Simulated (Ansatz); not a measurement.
# S on W(100): change of the work function, part 3 of 3

Wanted: Δφ(θ) for S/W(100), starting from the hollow site.

Ansatz 0.2.0; plane-wave DFT, PBE, Ansatz PAW.

So far, work function, upper face (eV): step 2 (the clean slab) 4.14; step 3 (21 atoms, coverage 0.25 ML, cell 2x2) 4.07.

**4. Adsorbate added, k-mesh 12×12×1, coverage 1 ML**

System of this step: W5S (S/W(100)). The cell holds 6 atoms: 5 W and 1 S. Cell: a = 3.160 Å, b = 3.160 Å, c = 25.837 Å, α = 90.0°, β = 90.0°, γ = 90.0°. Vacuum lies along c.

Another coverage, to see how the dipoles act on each other as their distance changes.

File input.yaml:

```yaml
crystal:
  lattice:
    - [3.16, 0.0, 0.0]
    - [0.0, 3.16, 0.0]
    - [0.0, 0.0, 25.8374062484]
  atoms:
    - { symbol: W, position: [0.0, 0.0, 0.3483321783] }
    - { symbol: W, position: [0.5, 0.5, 0.4094838273] }
    - { symbol: W, position: [0.0, 0.0, 0.470603297] }
    - { symbol: W, position: [0.5, 0.5, 0.534255869] }
    - { symbol: W, position: [0.0, 0.0, 0.5896182525] }
    - { symbol: S, position: [0.5, 0.5, 0.6516678217] }
kpoints:
  mp_grid: { grid: [12, 12, 1] }
hamiltonian:
  xc: pbe
scf:
  occupations: { method: fermi_dirac, width: 0.1 }
  convergence: { dr2_threshold: 1.0e-08 }
efield:
  axis: 3
  dipole_correction: true
  ramp_position: 0.97
  ramp_width: 0.06
relax:
  f_tol: 0.02
  max_steps: 60
  constraints: [{ sites: [0, 1] }]
output:
  write_potential: true
  write_density: true
  volumetric_format: npy
```

On the command line:

```
$ ansatz run input.yaml --threads 4 --pin off --max-ram 6144MiB --backend cpu --events-out ev --progress --plain --runs-dir out
```

Numbers of over 12 decimals in the logs are rounded to 6 here.

Log:

```text
[...]
Crystal: 6 atoms, lattice volume = 258.002 Å³
Basis set: ecut = 420 eV, 5063 PW (Γ), exchange–correlation on 48×48×360 points (8 copies of the dense FFT grid, shifted against one another)
Bands: 46, of which v1, the nominal top of the filled ones, is band 38 counted from 1 (37 counted from 0)
Symmetry: 8 space group operations
[...]
k-points: 28 of 144
[...]
SCF iter   1: F=—  HF=-52823.120903 eV  |F-HF|=—  |Δ(HF+E_count)|=         —  Δρ=8.84e-3  dr2=5.15e0  ethr=1.77e-3  p=-0.066 e·Å  D=-4.64e-2 V/Å  ΔV_dip=1.20 eV  dr2_dipole=2.34e0  V_vac-E_F(+/−)=5.29/4.09 eV  ⟨swp⟩=8.8  Hψ=6461  notcnv=0
[...]
SCF iter  10: F=-52823.030673 eV  HF=-52823.030673 eV  |F-HF|=6.02e-9  |Δ(HF+E_count)|=   9.07e-9  Δρ=4.87e-7  dr2=1.09e-9  ethr=1.32e-11  p=-0.041 e·Å  D=-2.85e-2 V/Å  ΔV_dip=0.74 eV  dr2_dipole=5.13e-11  V_vac-E_F(+/−)=5.03/4.29 eV  ⟨swp⟩=11.3  Hψ=9640  notcnv=0
SCF 1 converged in 10 iterations: F = -52823.030673 eV  dr2 = 1.09e-9
[...]
relax step   1: F+E_penalty+E_count = -52823.03067293 eV  Δ(F+E_penalty+E_count) = +0.000e0 eV  max|allowed force component| = 3.258e0 eV/Å  Δτ_max = 0.0000 Å  (10 SCF iters, accepted)
[...]
SCF iter  10: F=-52823.612841 eV  HF=-52823.612841 eV  |F-HF|=5.60e-10  |Δ(HF+E_count)|=   1.20e-8  Δρ=4.75e-7  dr2=2.12e-9  ethr=1.32e-11  p=-0.026 e·Å  D=-1.83e-2 V/Å  ΔV_dip=0.47 eV  dr2_dipole=1.89e-10  V_vac-E_F(+/−)=4.70/4.23 eV  ⟨swp⟩=10.8  Hψ=8958  notcnv=0
SCF 2 converged in 10 iterations: F = -52823.612841 eV  dr2 = 2.12e-9
[...]
relax step   2: F+E_penalty+E_count = -52823.61284063 eV  Δ(F+E_penalty+E_count) = -5.822e-1 eV  max|allowed force component| = 5.447e-1 eV/Å  Δτ_max = 0.1924 Å  (10 SCF iters, accepted)
[...]
SCF iter   9: F=-52823.628593 eV  HF=-52823.628593 eV  |F-HF|=2.11e-10  |Δ(HF+E_count)|=   3.61e-8  Δρ=9.78e-7  dr2=4.87e-9  ethr=1.32e-11  p=-0.016 e·Å  D=-1.11e-2 V/Å  ΔV_dip=0.29 eV  dr2_dipole=7.83e-12  V_vac-E_F(+/−)=4.50/4.22 eV  ⟨swp⟩=11.9  Hψ=10519  notcnv=0
SCF 3 converged in 9 iterations: F = -52823.628593 eV  dr2 = 4.87e-9
relax step   3: F+E_penalty+E_count = -52823.62859322 eV  Δ(F+E_penalty+E_count) = -1.575e-2 eV  max|allowed force component| = 5.840e-1 eV/Å  Δτ_max = 0.1431 Å  (9 SCF iters, accepted)
[...]
relax step   4: F+E_penalty+E_count = -52823.64179755 eV  Δ(F+E_penalty+E_count) = -1.320e-2 eV  max|allowed force component| = 6.327e-2 eV/Å  Δτ_max = 0.0616 Å  (8 SCF iters, accepted)
[...]
relax step   5: F+E_penalty+E_count = -52823.64214879 eV  Δ(F+E_penalty+E_count) = -3.512e-4 eV  max|allowed force component| = 3.333e-2 eV/Å  Δτ_max = 0.0155 Å  (7 SCF iters, accepted)
SCF iter   1: F=—  HF=-52823.642143 eV  |F-HF|=—  |Δ(HF+E_count)|=         —  Δρ=1.34e-4  dr2=9.21e-5  ethr=1.58e-6  p=-0.017 e·Å  D=-1.22e-2 V/Å  ΔV_dip=0.32 eV  dr2_dipole=2.11e-5  V_vac-E_F(+/−)=4.53/4.22 eV  ⟨swp⟩=2.2  Hψ=2271  notcnv=0
[...]
SCF iter   6: F=-52823.642202 eV  HF=-52823.642202 eV  |F-HF|=3.45e-9  |Δ(HF+E_count)|=   8.21e-9  Δρ=5.08e-7  dr2=2.12e-9  ethr=1.32e-11  p=-0.018 e·Å  D=-1.24e-2 V/Å  ΔV_dip=0.32 eV  dr2_dipole=1.91e-11  V_vac-E_F(+/−)=4.54/4.22 eV  ⟨swp⟩=10.5  Hψ=8744  notcnv=0
SCF 6 converged in 6 iterations: F = -52823.642202 eV  dr2 = 2.12e-9
relax step   6: F+E_penalty+E_count = -52823.64220164 eV  Δ(F+E_penalty+E_count) = -5.285e-5 eV  max|allowed force component| = 3.726e-3 eV/Å  Δτ_max = 0.0026 Å  (6 SCF iters, accepted)
[...]
the search or the solves at the SCF's close seem to have found levels that the self-consistency loop had missed (the run counts 1). By its estimate they hold under 1e-12 electrons; where the run keeps them, the occupations were computed again with them
SCF converged after 6 iterations
Free energy (F): -52823.642202 eV
[...]
Internal energy: -52823.479175 eV  (E = F + TS)
E sigma→0 (E₀):  -52823.560688 eV
Entropy (-TS):   -0.163027 eV (-27.171 meV/atom)
Fermi energy:    4.849771 eV
Dipole field:    D = -0.012369 V/Å  (p = -0.017637 e·Å, saw-weighted, corrected)
Work function:   Φ+ = 4.5374 eV   Φ− = 4.2178 eV
[...]
--- Forces (eV/Å), atoms counted from 1 ---
  atom   1  W      0.00000000    -0.00000000     1.51434087
  atom   2  W     -0.00000000    -0.00000000    -1.51851621
  atom   3  W      0.00000000     0.00000000     0.00322071
  atom   4  W      0.00000000     0.00000000     0.00274184
  atom   5  W     -0.00000000    -0.00000000    -0.00372557
  atom   6  S      0.00000000    -0.00000000     0.00190853
  max |Σ_I F_I| component: 2.98e-5 eV/Å
--- Band table (eV; the first three rows and the last of 28) ---
  k-point 0: bands = [... 34 lower, 4.0519, 4.1173, 4.1173, 4.5683, 4.9691, 5.2076, 5.2076, 5.5839, ... 4 higher]
  k-point 1: bands = [... 34 lower, 4.0351, 4.2329, 4.3060, 4.5821, 4.7476, 5.2847, 5.3464, 5.5266, ... 4 higher]
  k-point 2: bands = [... 34 lower, 3.9917, 4.0453, 4.1618, 4.6193, 4.9579, 5.0832, 5.3965, 5.8338, ... 4 higher]
  k-point 27: bands = [... 34 lower, 4.2243, 4.2243, 5.6563, 6.8200, 7.0039, 7.0039, 7.1001, 7.4615, ... 4 higher]
--- Relaxed structure (6 steps of the walk, 6 accepted, 0 SCFs on fresh bases) ---
  F+E_penalty+E_count = -52823.64220164 eV   max|allowed force component| = 3.726e-3 eV/Å
  atoms:
    - { symbol: W, position: [0.0, 0.0, 0.3483321783] }
    - { symbol: W, position: [0.500000, 0.500000, 0.409484] }
    - { symbol: W, position: [1.9376552655374652e-18, 0, 0.471823] }
    - { symbol: W, position: [0.500000, 0.500000, 0.530944] }
    - { symbol: W, position: [1.1764207029866939e-17, 0, 0.597024] }
    - { symbol: S, position: [0.500000, 0.500000, 0.642342] }
```

The job ended after 50 s (4 threads of Arm Neoverse V1, shared host; peak memory 0.68 GiB).

Relaxation path:

```tsv
step	energy less that of the first step (eV)	largest force component (eV/Å)
1	0.0000	3.2578
2	-0.5822	0.5447
3	-0.5979	0.5840
4	-0.6111	0.0633
5	-0.6115	0.0333
6	-0.6115	0.0037
```

The run keeps the 8 symmetry operations that it works with, so distortions that break them were not tested.

The atoms that moved most (Å):

```tsv
atom	dx	dy	dz	length
S6	0.000	0.000	-0.241	0.241
W5	0.000	0.000	0.191	0.191
W4	0.000	0.000	-0.086	0.086
W3	0.000	0.000	0.032	0.032
```

The relaxed structure:

```
W S
1.0
     3.16000    0.00000    0.00000
     0.00000    3.16000    0.00000
     0.00000    0.00000   25.83741
W S
5 1
Direct
  0.00000 0.00000 0.34833
  0.50000 0.50000 0.40948
  0.00000 0.00000 0.47182
  0.50000 0.50000 0.53094
  0.00000 0.00000 0.59702
  0.50000 0.50000 0.64234
```

This step gave:

```
energy at zero smearing        : -52823.5607 eV
work function, upper face      : 4.537 eV
work function, lower face      : 4.218 eV
dipole along the normal        : -0.01764 e·Å
step between the vacuum levels : 0.3196 eV
```

Running mean over 1.58 Å of the planar mean; the ramp of the sawtooth is left out. The electron's electrostatic potential energy less the Fermi level by z:

```tsv
z (Å)	electron's electrostatic potential energy less the Fermi level (eV)
3.5	4.22
4.0	4.22
4.5	4.21
5.0	4.21
5.5	4.19
6.0	4.13
6.5	3.94
7.0	3.39
7.5	1.69
8.0	-2.54
8.5	-7.91
9.0	-11.2
9.5	-12.1
10.0	-12.3
10.5	-12.4
11.0	-12.4
11.5	-12.4
12.0	-12.6
12.5	-13.0
13.0	-13.2
13.5	-12.8
14.0	-11.9
14.5	-11.5
15.0	-12.3
15.5	-14.0
16.0	-13.3
16.5	-9.72
17.0	-4.63
17.5	-0.0736
18.0	3.14
18.5	4.25
19.0	4.47
19.5	4.52
20.0	4.53
20.5	4.54
21.0	4.54
21.5	4.54
22.0	4.54
22.5	4.54
```

The relaxation took 6 steps and lowered the energy by 0.61 eV; the largest force on the free atoms ends at 0.0037 eV/Å.

The covered face has 4.54 eV, +0.40 eV against the clean one; the bare back face has moved by -0.03 eV, a measure of how thin the slab is.

**5. Work function against coverage**

This step: plane-wave DFT, PBE, Ansatz PAW; work function against coverage (Ansatz 0.2.0).

The runs are now put side by side.

Numbers from this step:

```
work function of the clean face     : 4.140 eV
largest change of the work function : 0.3972 eV
```

Work function of the covered face against coverage:

```tsv
coverage (adsorbates/nm²)	work function of the covered face (eV)
0.00	4.14
2.50	4.07
10.01	4.54
```

The dipole per adsorbate comes from the change of the cell's dipole. Coverage, by row:

```tsv
coverage (1/nm²)	coverage (ML)	work function (eV)	change (eV)	dipole per adsorbate, positive end outwards (debye)	mean height of the added atoms over the highest substrate atom (Å)
2.504	0.25	4.065	-0.07519	0.082	1.015
10.01	1	4.537	0.3972	-0.114	1.171
```

**6. Outcome**

```json
{"work function of the clean face": "4.14 eV", "work function at 0.25 ML": "4.07 eV", "work function at 1 ML": "4.54 eV", "dipole per adsorbate at 0.25 ML, positive end outwards": "0.08 D"}
```

What this shows: At the lowest coverage S changes the work function of W(100) by under 0.15 eV, within the error of so thin a slab; the largest change, +0.40 eV, comes at higher coverage. The slab has 5 layers, at the tabulated experimental lattice constant, one starting site was run, and quantum-size effects of a slab this thin can reach one or two tenths of an eV.

[Logs are printed without paths, hosts, clocks, repeated set-up lines and the standing remarks that a program may print on its own settings, such as how far it seeks lower states.]

[Hosts, paths, dates, database ids (printed as entryN), source tags and the programs' standing remarks are cut or masked in the printed files.]

[Maps of the electrostatic potential energy from Ansatz leave out the sawtooth potential of an applied field or a dipole correction, so their vacuum need not be flat; planar profiles and work functions include it.]
